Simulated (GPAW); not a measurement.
# Calculated records

**NH4Br (P-43m): one start, several treatments of the self-energy**

The structure is cubic, space group P-43m (No. 215). The conventional cell has a = 4.000 Å, b = 4.000 Å, c = 4.000 Å, α = 90.00°, β = 90.00°, γ = 90.00°. Nearest to H lie 1 N at 1.03 Å. Nearest to Br lie 4 H at 2.44 Å. N has 4 H at 1.03 Å nearest. Farther neighbours and most contacts between anions are not listed.

```
method                                  : DFT, LDA, plane waves, PAW (and 3 further levels or steps)
program                                 : GPAW 26.7.0
settings of one run                     : cutoff 600 eV, GPAW PAW setups 1.2.1 data release, 4×4×4 k-mesh, nbands 421
cost                                    : 6 runs, 14 min in all on 4 MPI ranks of Arm Neoverse V1, shared host (the runs of this entry)
notes                                   : The cell and positions come from the Crystallography Open Database and are kept as given unless a step says otherwise. Limits: no spin-orbit coupling. Bands and cutoff are finite, so the gap is not at the basis limit. The miss can reach some tenths of an eV and take either sign; the mesh is an error of its own. The 4×4×4 mesh is coarse for this cell, which bears on the long-range parts of exchange and screening.
G0W0, Godby-Needs plasmon pole          : 6.397 eV
one-shot HSE06                          : 5.348 eV
G0W0, extrapolated in the cutoff        : 6.524 eV
one-shot PBE0                           : 6.151 eV
G0W0, full frequency, Hilbert transform : 6.389 eV
known limits                            : not at the basis limit; no spin-orbit coupling; coarse k mesh
```

One-shot HSE06: −1.049 eV against G0W0, Godby-Needs plasmon pole. G0W0, extrapolated in the cutoff: +0.126 eV against G0W0, Godby-Needs plasmon pole, at other bands or cutoff, so not like for like.

[Paths, hosts, dates, memory and timing lines, banners, echoed tables and standing remarks are left out of the program output.]

[Logs are printed without paths, hosts, clocks, repeated set-up lines and the standing remarks that a program may print on its own settings, such as how far it seeks lower states.]

[Runs of the session that timed out or met a known fault of the program may be left out.]

[Hosts, paths, dates, database ids (printed as entryN), source tags and the programs' standing remarks are cut or masked in the printed files.]
